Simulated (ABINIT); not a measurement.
# Beyond one shot: KMgF3 (Pm-3m), part 2 of 3

Wanted: G0W0 and self-consistent gaps of KMgF3 (Pm-3m), with the cost of the cycles.

ABINIT 10.8.3; PBE and many-body steps on it, plane waves. Known limits of the many-body steps: not at the basis limit; coarse k mesh.

So far. Step 5 (evGW0, cycle 1): Against G0W0 in ABINIT (2×2×2 mesh, 61 bands, screening to 106.1 eV, Godby-Needs plasmon pole), the gap moves by +0.604 eV. This first cycle still uses the starting levels; it takes the full correction, at all points of the mesh, and its linearised value is 11.149 eV. Step 6 (evGW0, cycle 2): Against the cycle before, the gap moves by −0.081 eV.

## Step 7: evGW0, cycle 3

Level of this step: evGW0 on PBE, plane waves, norm-conserving pseudopotentials (ABINIT).

The input, run.abi:

```
acell 3*1.0 Angstrom
rprim 
  3.985900000000 0.000000000000 0.000000000000
  0.000000000000 3.985900000000 0.000000000000
  0.000000000000 0.000000000000 3.985900000000
ntypat 3
znucl 19 12 9
natom 5
typat 1 2 3 3 3
xred 
  0.500000000000 0.500000000000 0.500000000000
  0.000000000000 0.000000000000 0.000000000000
  0.500000000000 0.000000000000 0.000000000000
  0.000000000000 0.500000000000 0.000000000000
  0.000000000000 0.000000000000 0.500000000000
pp_dirpath "pseudos"
pseudos "K.upf, Mg.upf, F.upf"
ecut 38
ngkpt 2 2 2
nshiftk 1
shiftk 0 0 0
kptopt 1
chksymbreak 0
istwfk *1
occopt 1
irdwfk 1
optdriver 4
nband 61
gwcalctyp 10
ecutsigx 38
symsigma 1
nkptgw 4
kptgw 
  0.0000000000 0.0000000000 0.0000000000
  0.5000000000 0.0000000000 0.0000000000
  0.5000000000 0.5000000000 0.0000000000
  0.5000000000 0.5000000000 0.5000000000
bdgw 
  12 26
  12 26
  12 26
  12 26
ecuteps 3.9
irdscr 1
ppmodel 1
irdqps 1
indata_prefix "in"
outdata_prefix "out"
tmpdata_prefix "tmp"
```

On the command line:

```
$ OMP_NUM_THREADS=1 mpirun -n 4 abinit run.abi > log
```

What it wrote:

```text
.Version 10.8.3 of ABINIT. v10.8.2 released Aug 2026.

 Symmetries : space group Pm -3 m (#221); Bravais cP (primitive cubic)
[... echo of the input left out ...]
== DATASET  1 ==================================================================
-   mpi_nproc: 4, omp_nthreads: 1 (-1 if OMP is not activated)

--- !DatasetInfo
iteration_state: {dtset: 1, }
dimensions: {natom: 5, nkpt: 4, mband: 61, nsppol: 1, nspinor: 1, nspden: 1, mpw: 4801, }
cutoff_energies: {ecut:  38.0, pawecutdg:  -1.0, }
[...]
.  kptgw no:  2; Maximum DeltaE = (  -0.005  -0.000) for band index: 13
.  kptgw no:  3; Maximum DeltaE = (   0.005  -0.000) for band index: 11
.  kptgw no:  4; Maximum DeltaE = (  -0.007   0.001) for band index: 14

== END DATASET(S) ==============================================================
================================================================================

 -outvars: echo values of variables after computation  --------
           etotal      0.0000000000E+00
            nband          61
             nkpt           4
          spgroup         221
 [... the other variables as echoed above ...]

 Calculation completed.
```

The job ended after 11 s (4 MPI ranks of Arm Neoverse V2, shared host; peak memory 0.96 GiB; 42 s of CPU time).

Numbers from this step:

```
quasiparticle gap on the mesh                         : 11.67 eV
gap of the density functional on the mesh             : 7.354 eV
k of the valence top                                  : 0.5, 0.5, 0.5
k of the conduction bottom                            : 0, 0, 0
least direct quasiparticle gap on the computed points : 12.03 eV
```

Against the cycle before, the gap moves by −0.003 eV.

## Step 8: Screening, 2×2×2 mesh, 61 bands, screening to 106.1 eV

This step: RPA screening on PBE, plane waves, norm-conserving pseudopotentials.

Changes to run.abi since step 7:

```diff
@@ -26,22 +26,13 @@
 irdwfk 1
-optdriver 4
+optdriver 3
 nband 61
+ecuteps 3.9
+inclvkb 2
+awtr 1
+symchi 1
 gwcalctyp 10
-ecutsigx 38
-symsigma 1
-nkptgw 4
-kptgw 
-  0.0000000000 0.0000000000 0.0000000000
-  0.5000000000 0.0000000000 0.0000000000
-  0.5000000000 0.5000000000 0.0000000000
-  0.5000000000 0.5000000000 0.5000000000
-bdgw 
-  12 26
-  12 26
-  12 26
-  12 26
-ecuteps 3.9
-irdscr 1
-ppmodel 1
-irdqps 1
+mbpt_sciss 5.066 eV
+nqptdm 1
+qptdm 
+  0 0 0
 indata_prefix "in"
```

What it wrote:

```text
.Version 10.8.3 of ABINIT. v10.8.2 released Aug 2026.

 Symmetries : space group Pm -3 m (#221); Bravais cP (primitive cubic)
[... echo of the input left out ...]
== DATASET  1 ==================================================================
-   mpi_nproc: 4, omp_nthreads: 1 (-1 if OMP is not activated)

--- !DatasetInfo
iteration_state: {dtset: 1, }
dimensions: {natom: 5, nkpt: 4, mband: 61, nsppol: 1, nspinor: 1, nspden: 1, mpw: 4801, }
cutoff_energies: {ecut:  38.0, pawecutdg:  -1.0, }
electrons: {nelect:   4.00000000E+01, charge:   0.00000000E+00, occopt:   1.00000000E+00, tsmear:   1.00000000E-02, }

 SCREENING: Calculation of the susceptibility and dielectric matrices

 Based on a program developped by R.W. Godby, V. Olevano, G. Onida, and L. Reining.
 Incorporated in ABINIT by V. Olevano, G.-M. Rignanese, and M. Torrent.
.Using double precision arithmetic ; gwpc =  8

[... cell and pseudopotentials left out ...]
--------------------------------------------------------------------------------

 ==== K-mesh for the wavefunctions ====
 Number of points in the irreducible wedge :     4
[... list of points left out ...]
 Together with 48 symmetry operations and time-reversal symmetry
 yields     8 points in the full Brillouin Zone.

 ==== Q-mesh for the screening function ====
 Number of points in the irreducible wedge :     4
[... list of points left out ...]
 Together with 48 symmetry operations and time-reversal symmetry
 yields     8 points in the full Brillouin Zone.

 setmesh: FFT mesh size selected  =    27x   27x   27
          total number of points  =        19683

 vcoul_init : cutoff-mode = AUXILIARY_FUNCTION
 q-points for optical limit:   1
     1)      0.000010    0.000020    0.000030

 Dielectric matrix will be calculated only for some
 selected q points provided by the user through the input variables
 nqptdm and qptdm

- screening: taking advantage of time-reversal symmetry
- Maximum band index for partially occupied states nbvw = 20
- Remaining bands to be divided among processors   nbcw = 41
- Number of bands treated by each node ~10

 rdqps: reading QP wavefunctions of the previous step
        looking for file in_QPS
 file not found, 1st iteration initialized with KS eigenelements

 screening : performing a first self-consistency
 update of the energies in W by a scissor operator
 applying a scissor operator of [eV] :   5.066

 Number of electrons calculated from density =   40.0000; Expected =   40.0000
 average of density, n =  0.093602
 r_s =    1.3663
 omega_plasma =   29.5119 [eV]

 calculating chi0 at frequencies [eV] :
  1    0.000000E+00    0.000000E+00
  2    0.000000E+00    2.951194E+01

--------------------------------------------------------------------------------
  q-point number  1        q = ( 0.000000, 0.000000, 0.000000) [r.l.u.]
--------------------------------------------------------------------------------
[... chi0 elements left out ...]
 For q-point:  0.000010 0.000020 0.000030
  dielectric constant =   1.7721
  dielectric constant without local fields =   1.8638

  Average fulfillment of the sum rule on Im[epsilon] for q-point    1 :     35.83  [%]
[... wings left out ...]
== END DATASET(S) ==============================================================
================================================================================

 -outvars: echo values of variables after computation  --------
           etotal      0.0000000000E+00
            nband          61
             nkpt           4
          spgroup         221
 [... the other variables as echoed above ...]

 Calculation completed.
```

The job ended after 4.8 s (4 MPI ranks; peak memory 0.53 GiB).

This step gave:

```yaml
eps_infinity_with_local_fields_on_this_mesh_along_the_program_s_q_direction: 1.772
the_same_without_local_fields: 1.864
plasma_frequency: 29.51 eV
plane_waves_in_the_screening_matrix: 171
```

This screening uses the functional's bands under a rigid shift, the mean opening of the cycle before.

## Step 9: Screening, 2×2×2 mesh, 61 bands, screening to 106.1 eV

This step: RPA screening on PBE from quasiparticle energies, plane waves, norm-conserving pseudopotentials.

Changes to run.abi since step 8:

```diff
@@ -32,7 +32,9 @@
 symchi 1
+irdqps 1
 gwcalctyp 10
-mbpt_sciss 5.066 eV
-nqptdm 1
+nqptdm 3
 qptdm 
-  0 0 0
+  0.5000000000 0.0000000000 0.0000000000
+  0.5000000000 0.5000000000 0.0000000000
+  0.5000000000 0.5000000000 0.5000000000
 indata_prefix "in"
```

The input, mrgscr.stdin:

```
2
merged
q0_SCR
out_SCR
1
```

On the command line:

```
$ OMP_NUM_THREADS=1 mpirun -n 4 abinit run.abi > log; mrgscr < mrgscr.stdin
```

What it wrote:

```text
.Version 10.8.3 of ABINIT. v10.8.2 released Aug 2026.

 Symmetries : space group Pm -3 m (#221); Bravais cP (primitive cubic)
[... echo of the input left out ...]
== DATASET  1 ==================================================================
-   mpi_nproc: 4, omp_nthreads: 1 (-1 if OMP is not activated)

--- !DatasetInfo
iteration_state: {dtset: 1, }
dimensions: {natom: 5, nkpt: 4, mband: 61, nsppol: 1, nspinor: 1, nspden: 1, mpw: 4801, }
cutoff_energies: {ecut:  38.0, pawecutdg:  -1.0, }
[...]
q-point number  1        q = ( 0.500000, 0.000000, 0.000000) [r.l.u.]
--------------------------------------------------------------------------------
[... chi0 elements left out ...]
  Average fulfillment of the sum rule on Im[epsilon] for q-point    2 :     42.25  [%]

--------------------------------------------------------------------------------
  q-point number  2        q = ( 0.500000, 0.500000, 0.000000) [r.l.u.]
--------------------------------------------------------------------------------
[... chi0 elements left out ...]
  Average fulfillment of the sum rule on Im[epsilon] for q-point    3 :     39.59  [%]

 [... 1 further q-points ...]
```

Wall time 3.4 s (4 MPI ranks); peak memory 0.48 GiB.

Numbers from this step:

```
plasma frequency                    : 29.51 eV
plane waves in the screening matrix : 171
```

This screening reads the quasiparticle levels of the cycle before.

## Step 10: evGW, cycle 1

This step: evGW on PBE, plane waves, norm-conserving pseudopotentials.

Changes to run.abi since step 9:

```diff
@@ -26,12 +26,10 @@
 irdwfk 1
-optdriver 3
+optdriver 4
 nband 61
-ecuteps 3.9
-inclvkb 2
-awtr 1
-symchi 1
-irdqps 1
 gwcalctyp 10
-nqptdm 3
-qptdm 
+ecutsigx 38
+symsigma 1
+nkptgw 4
+kptgw 
+  0.0000000000 0.0000000000 0.0000000000
   0.5000000000 0.0000000000 0.0000000000
@@ -39,2 +37,11 @@
   0.5000000000 0.5000000000 0.5000000000
+bdgw 
+  12 26
+  12 26
+  12 26
+  12 26
+ecuteps 3.9
+irdscr 1
+ppmodel 1
+irdqps 1
 indata_prefix "in"
```

On the command line:

```
$ OMP_NUM_THREADS=1 mpirun -n 4 abinit run.abi > log
```

What it wrote:

```text
.Version 10.8.3 of ABINIT. v10.8.2 released Aug 2026.

 Symmetries : space group Pm -3 m (#221); Bravais cP (primitive cubic)
[... echo of the input left out ...]
== DATASET  1 ==================================================================
-   mpi_nproc: 4, omp_nthreads: 1 (-1 if OMP is not activated)

--- !DatasetInfo
iteration_state: {dtset: 1, }
dimensions: {natom: 5, nkpt: 4, mband: 61, nsppol: 1, nspinor: 1, nspden: 1, mpw: 4801, }
cutoff_energies: {ecut:  38.0, pawecutdg:  -1.0, }
[...]
.  kptgw no:  2; Maximum DeltaE = (  -0.451  -0.000) for band index:  1
.  kptgw no:  3; Maximum DeltaE = (  -0.448  -0.000) for band index:  2
.  kptgw no:  4; Maximum DeltaE = (  -0.448   0.000) for band index:  1

== END DATASET(S) ==============================================================
================================================================================

 -outvars: echo values of variables after computation  --------
           etotal      0.0000000000E+00
            nband          61
             nkpt           4
          spgroup         221
 [... the other variables as echoed above ...]

 Calculation completed.
```

Wall time 11 s (4 MPI ranks); peak memory 0.96 GiB.

Numbers from this step:

```
quasiparticle gap on the mesh                         : 12.46 eV
gap of the density functional on the mesh             : 7.354 eV
k of the valence top                                  : 0.5, 0.5, 0.5
k of the conduction bottom                            : 0, 0, 0
least direct quasiparticle gap on the computed points : 12.81 eV
```

Against G0W0 in ABINIT (2×2×2 mesh, 61 bands, screening to 106.1 eV, Godby-Needs plasmon pole), the gap moves by +1.306 eV.

## Step 11: Screening, 2×2×2 mesh, 61 bands, screening to 106.1 eV

This step: RPA screening on PBE, plane waves, norm-conserving pseudopotentials.

Changes to run.abi since step 10:

```diff
@@ -26,22 +26,13 @@
 irdwfk 1
-optdriver 4
+optdriver 3
 nband 61
+ecuteps 3.9
+inclvkb 2
+awtr 1
+symchi 1
 gwcalctyp 10
-ecutsigx 38
-symsigma 1
-nkptgw 4
-kptgw 
-  0.0000000000 0.0000000000 0.0000000000
-  0.5000000000 0.0000000000 0.0000000000
-  0.5000000000 0.5000000000 0.0000000000
-  0.5000000000 0.5000000000 0.5000000000
-bdgw 
-  12 26
-  12 26
-  12 26
-  12 26
-ecuteps 3.9
-irdscr 1
-ppmodel 1
-irdqps 1
+mbpt_sciss 5.865 eV
+nqptdm 1
+qptdm 
+  0 0 0
 indata_prefix "in"
```

What it wrote:

```text
.Version 10.8.3 of ABINIT. v10.8.2 released Aug 2026.

 Symmetries : space group Pm -3 m (#221); Bravais cP (primitive cubic)
[... echo of the input left out ...]
== DATASET  1 ==================================================================
-   mpi_nproc: 4, omp_nthreads: 1 (-1 if OMP is not activated)

--- !DatasetInfo
iteration_state: {dtset: 1, }
dimensions: {natom: 5, nkpt: 4, mband: 61, nsppol: 1, nspinor: 1, nspden: 1, mpw: 4801, }
cutoff_energies: {ecut:  38.0, pawecutdg:  -1.0, }
[...]
[... chi0 elements left out ...]
 For q-point:  0.000010 0.000020 0.000030
  dielectric constant =   1.7459
  dielectric constant without local fields =   1.8330

  Average fulfillment of the sum rule on Im[epsilon] for q-point    1 :     36.67  [%]
[... wings left out ...]
== END DATASET(S) ==============================================================
================================================================================

 -outvars: echo values of variables after computation  --------
           etotal      0.0000000000E+00
            nband          61
             nkpt           4
          spgroup         221
 [... the other variables as echoed above ...]

 Calculation completed.
```

Run time: 4.7 s. Hardware: 4 MPI ranks; peak memory 0.54 GiB; 18 s of CPU time.

Numbers from this step:

| Property | Result |
| --- | --- |
| ε∞ with local fields, on this mesh, along the program's q direction | 1.746 |
| the same without local fields | 1.833 |
| plasma frequency | 29.51 eV |
| plane waves in the screening matrix | 171 |

This screening uses the functional's bands under a rigid shift, the mean opening of the cycle before.

## Step 12: Screening, 2×2×2 mesh, 61 bands, screening to 106.1 eV

This step: RPA screening on PBE from quasiparticle energies, plane waves, norm-conserving pseudopotentials.

Changes to run.abi since step 11:

```diff
@@ -32,7 +32,9 @@
 symchi 1
+irdqps 1
 gwcalctyp 10
-mbpt_sciss 5.865 eV
-nqptdm 1
+nqptdm 3
 qptdm 
-  0 0 0
+  0.5000000000 0.0000000000 0.0000000000
+  0.5000000000 0.5000000000 0.0000000000
+  0.5000000000 0.5000000000 0.5000000000
 indata_prefix "in"
```

mrgscr.stdin is that of step 9.

On the command line:

```
$ OMP_NUM_THREADS=1 mpirun -n 4 abinit run.abi > log; mrgscr < mrgscr.stdin
```

What it wrote:

```text
.Version 10.8.3 of ABINIT. v10.8.2 released Aug 2026.

 Symmetries : space group Pm -3 m (#221); Bravais cP (primitive cubic)
[... echo of the input left out ...]
== DATASET  1 ==================================================================
-   mpi_nproc: 4, omp_nthreads: 1 (-1 if OMP is not activated)

--- !DatasetInfo
iteration_state: {dtset: 1, }
dimensions: {natom: 5, nkpt: 4, mband: 61, nsppol: 1, nspinor: 1, nspden: 1, mpw: 4801, }
cutoff_energies: {ecut:  38.0, pawecutdg:  -1.0, }
[...]
q-point number  1        q = ( 0.500000, 0.000000, 0.000000) [r.l.u.]
--------------------------------------------------------------------------------
[... chi0 elements left out ...]
  Average fulfillment of the sum rule on Im[epsilon] for q-point    2 :     42.86  [%]

--------------------------------------------------------------------------------
  q-point number  2        q = ( 0.500000, 0.500000, 0.000000) [r.l.u.]
--------------------------------------------------------------------------------
[... chi0 elements left out ...]
  Average fulfillment of the sum rule on Im[epsilon] for q-point    3 :     40.12  [%]

 [... 1 further q-points ...]
```

It took 3.4 s on 4 MPI ranks; peak memory 0.48 GiB; 13 s of CPU time.

This step gave:

* plasma frequency: 29.51 eV
* plane waves in the screening matrix: 171

This screening reads the quasiparticle levels of the cycle before.

## Step 13: evGW, cycle 2

This step: evGW on PBE, plane waves, norm-conserving pseudopotentials.

Changes to run.abi since step 12:

```diff
@@ -26,12 +26,10 @@
 irdwfk 1
-optdriver 3
+optdriver 4
 nband 61
-ecuteps 3.9
-inclvkb 2
-awtr 1
-symchi 1
-irdqps 1
 gwcalctyp 10
-nqptdm 3
-qptdm 
+ecutsigx 38
+symsigma 1
+nkptgw 4
+kptgw 
+  0.0000000000 0.0000000000 0.0000000000
   0.5000000000 0.0000000000 0.0000000000
@@ -39,2 +37,11 @@
   0.5000000000 0.5000000000 0.5000000000
+bdgw 
+  12 26
+  12 26
+  12 26
+  12 26
+ecuteps 3.9
+irdscr 1
+ppmodel 1
+irdqps 1
 indata_prefix "in"
```

On the command line:

```
$ OMP_NUM_THREADS=1 mpirun -n 4 abinit run.abi > log
```

What it wrote:

```text
.Version 10.8.3 of ABINIT. v10.8.2 released Aug 2026.

 Symmetries : space group Pm -3 m (#221); Bravais cP (primitive cubic)
[... echo of the input left out ...]
== DATASET  1 ==================================================================
-   mpi_nproc: 4, omp_nthreads: 1 (-1 if OMP is not activated)

--- !DatasetInfo
iteration_state: {dtset: 1, }
dimensions: {natom: 5, nkpt: 4, mband: 61, nsppol: 1, nspinor: 1, nspden: 1, mpw: 4801, }
cutoff_energies: {ecut:  38.0, pawecutdg:  -1.0, }
[...]
.  kptgw no:  2; Maximum DeltaE = (  -0.051  -0.000) for band index:  3
.  kptgw no:  3; Maximum DeltaE = (  -0.051  -0.000) for band index:  3
.  kptgw no:  4; Maximum DeltaE = (  -0.051   0.000) for band index:  1

== END DATASET(S) ==============================================================
================================================================================

 -outvars: echo values of variables after computation  --------
           etotal      0.0000000000E+00
            nband          61
             nkpt           4
          spgroup         221
 [... the other variables as echoed above ...]

 Calculation completed.
```

Run time: 11 s. Hardware: 4 MPI ranks; peak memory 0.96 GiB.

Numbers from this step:

| Quantity | Value |
| --- | --- |
| quasiparticle gap on the mesh | 12.54 eV |
| gap of the density functional on the mesh | 7.354 eV |
| k of the valence top | 0.5, 0.5, 0.5 |
| k of the conduction bottom | 0, 0, 0 |
| least direct quasiparticle gap on the computed points | 12.90 eV |

Against the cycle before, the gap moves by +0.086 eV.

## Step 14: Screening, 2×2×2 mesh, 61 bands, screening to 106.1 eV

This step: RPA screening on PBE, plane waves, norm-conserving pseudopotentials.

Changes to run.abi since step 13:

```diff
@@ -26,22 +26,13 @@
 irdwfk 1
-optdriver 4
+optdriver 3
 nband 61
+ecuteps 3.9
+inclvkb 2
+awtr 1
+symchi 1
 gwcalctyp 10
-ecutsigx 38
-symsigma 1
-nkptgw 4
-kptgw 
-  0.0000000000 0.0000000000 0.0000000000
-  0.5000000000 0.0000000000 0.0000000000
-  0.5000000000 0.5000000000 0.0000000000
-  0.5000000000 0.5000000000 0.5000000000
-bdgw 
-  12 26
-  12 26
-  12 26
-  12 26
-ecuteps 3.9
-irdscr 1
-ppmodel 1
-irdqps 1
+mbpt_sciss 5.950 eV
+nqptdm 1
+qptdm 
+  0 0 0
 indata_prefix "in"
```

What it wrote:

```text
.Version 10.8.3 of ABINIT. v10.8.2 released Aug 2026.

 Symmetries : space group Pm -3 m (#221); Bravais cP (primitive cubic)
[... echo of the input left out ...]
== DATASET  1 ==================================================================
-   mpi_nproc: 4, omp_nthreads: 1 (-1 if OMP is not activated)

--- !DatasetInfo
iteration_state: {dtset: 1, }
dimensions: {natom: 5, nkpt: 4, mband: 61, nsppol: 1, nspinor: 1, nspden: 1, mpw: 4801, }
cutoff_energies: {ecut:  38.0, pawecutdg:  -1.0, }
[...]
[... chi0 elements left out ...]
 For q-point:  0.000010 0.000020 0.000030
  dielectric constant =   1.7432
  dielectric constant without local fields =   1.8298

  Average fulfillment of the sum rule on Im[epsilon] for q-point    1 :     36.76  [%]
[... wings left out ...]
== END DATASET(S) ==============================================================
================================================================================

 -outvars: echo values of variables after computation  --------
           etotal      0.0000000000E+00
            nband          61
             nkpt           4
          spgroup         221
 [... the other variables as echoed above ...]

 Calculation completed.
```

Run time: 4.7 s. Hardware: 4 MPI ranks; peak memory 0.54 GiB; 19 s of CPU time.

This step gave:

| Item | Value |
| --- | --- |
| ε∞ with local fields, on this mesh, along the program's q direction | 1.743 |
| the same without local fields | 1.830 |
| plasma frequency | 29.51 eV |
| plane waves in the screening matrix | 171 |

This screening uses the functional's bands under a rigid shift, the mean opening of the cycle before.

[end of part 2 of 3]

[Paths, hosts, dates, memory and timing lines, banners, echoed tables and standing remarks are left out of the program output.]

[Logs are printed without paths, hosts, clocks, repeated set-up lines and the standing remarks that a program may print on its own settings, such as how far it seeks lower states.]

[Runs of the session that timed out or met a known fault of the program may be left out.]

[Hosts, paths, dates, database ids (printed as entryN), source tags and the programs' standing remarks are cut or masked in the printed files.]

[G0W0 gaps are taken among the corrected bands and points alone; a level outside them can change the order at an edge.]

[Where Ansatz stands beside ABINIT at settings called matched, ABINIT's density can come from a denser mesh and the files from another edition; pairs whose starting gaps differed by over 0.03 eV were left out, so agreement reads better than it is.]
